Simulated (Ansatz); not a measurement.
# AlN (F-43m): refractive index against wavelength

The refractive index of AlN (F-43m) below the direct gap (4.19 eV on the mesh) is read from one computed spectrum, n = √(Re ε).

It takes space group F-43m (No. 216, cubic). Conventional cell: a = 4.368 Å, b = 4.368 Å, c = 4.368 Å, α = 90.00°, β = 90.00°, γ = 90.00°. Al on site a is surrounded by 4 N at 1.89 Å. N on site d is surrounded by 4 Al at 1.89 Å.

Method: Ansatz 0.2.0, PBE, independent particles, k-mesh 14×14×14 with interpolation inside its cells, Gaussian parameter 0.15 eV.

Launch of the response step: `ansatz run input.yaml --threads 4 --pin off --max-ram 8192MiB --backend cpu --events-out ev --progress --plain --runs-dir out`. The run took 2 s, on 4 threads of Arm Neoverse V2 (shared host).

```tsv
wavelength (nm)	photon energy E (eV)	n
1310	0.946	2.1859
1064	1.165	2.1922
850	1.459	2.2027
700	1.771	2.2171
633	1.959	2.2274
532	2.331	2.2522
450	2.755	?
```

In the single-oscillator model n² − 1 = E₀E_d/(E₀² − E²), so 1/(n² − 1) = E₀/E_d − E²/(E₀E_d) is linear in E².

Working, on the rows shown:

| x = E² (eV²) | y = 1/(n² − 1) |
| --- | --- |
| 0.895757 | 0.264679 |
| 1.35784 | 0.262761 |
| 2.12762 | 0.259613 |
| 3.13716 | 0.255393 |
| 3.83641 | 0.252442 |
| 5.43137 | 0.245555 |

Means: x̄ = 2.7977, ȳ = 0.25674. Σ(x − x̄)(y − ȳ) = -0.06007, Σ(x − x̄)² = 14.27. Slope = -0.06007 / 14.27 = -0.00421; intercept = ȳ − slope · x̄ = 0.26852. Turned back into n, the line misses the rows shown by at most 0.00036.

**Question.** What does the fit predict for the withheld row, and how well does it do?

**Answer.** At x = 7.5912 the line gives y = 0.23656, that is 2.2863. The run gave 2.2889, so the extrapolation is off by 0.0026, 3 % of the range in the table.

Refitted with all rows, the slope is -0.00429 and the intercept 0.2687. These give E₀ = √(intercept/−slope) = 7.91 eV and E_d = E₀/intercept = 29.5 eV; E₀ is 1.9 times the direct gap. The electronic limit at long wavelengths, without lattice vibrations, is n = √(1 + 1/intercept) = 2.173. Excitons are left out and so are local fields; PBE gaps are as a rule too small.

[Logs are printed without paths, hosts, clocks, repeated set-up lines and the standing remarks that a program may print on its own settings, such as how far it seeks lower states.]
